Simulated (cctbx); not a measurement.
## Which space group?

Cell: a = 12.3550 Å, b = 12.3550 Å, c = 12.3550 Å, α = 90.00°, β = 90.00°, γ = 90.00°. Expected content of the cell: Hf48 Ga48 P16.

Simulated single-crystal data (cctbx): Cu Kα, λ = 1.54184 Å, to d = 0.83 Å, 50 % of the full sphere, strongest reflection 20000 counts, noise from counting, a 6 % proportional error and a noise floor of 15 counts (s.d.); no absorption.

Tests on the unmerged data give:

```text
6928 reflections to d = 0.831 A
centring   violations  <I/sigma> of those
    A          0 of  3352      0.0
    B          0 of  3451      0.0
    C          0 of  3439     -0.0
    I        700 of  3494      2.5
    R        857 of  4625      2.3
    F          0 of  5121      0.0
Laue class    unique    Rint  (classes that these axes allow; Friedel mates merged)
F m m m           492   0.048
F m -3            174   0.054
F m -3 m          121   0.054
space group    extra absences  I>4sigma  <I/sigma>
F 4 3 2                 0          0         -  acentric
F 41 3 2               14          0      -0.4  acentric
F -4 3 m                0          0         -  acentric
F m -3 m                0          0         -  centric
F d -3 m :1           128          0      -0.1  centric
F d -3 m :2           128          0      -0.1  centric
Wilson B = 1.12 A^2   <|E^2-1|> = 0.829 (0.968 centric, 0.736 acentric)   E^2>4: 1.8 %
shell (A)         n   <I/sigma>
 7.13 - 1.66     22     25.4
 1.66 - 1.32     16     36.7
 1.32 - 1.16     14     42.0
 1.16 - 1.05     14     22.0
 1.05 - 0.98     13     40.1
 0.98 - 0.92     16     31.6
 0.92 - 0.87     11     26.3
 0.87 - 0.83     15     28.6
```

Q: Read the symmetry from these tables.

The reflections that A, B, C and F centring forbids are absent (⟨I/σ⟩ near 0), so the lattice is F. F holds A, B and C together.

Rint stays low (0.048 to 0.054) up to F m -3 m, the highest class in these axes.

6 settings pass the absence test. The most absences obeyed, 128, belong to F d -3 m alone.

⟨|E²−1|⟩ = 0.829 lies between the two ideal values. The Wilson B of 1.12 Å² means U ≈ 0.0142 Å².

The true group is Fd-3m (no. 227, origin choice 1), Laue class m-3m, centrosymmetric. The tables fix it.

This is a model crystal, built by substitution and not relaxed, with assumed displacement parameters.

[Logs are printed without paths, hosts, clocks, repeated set-up lines and the standing remarks that a program may print on its own settings, such as how far it seeks lower states.]
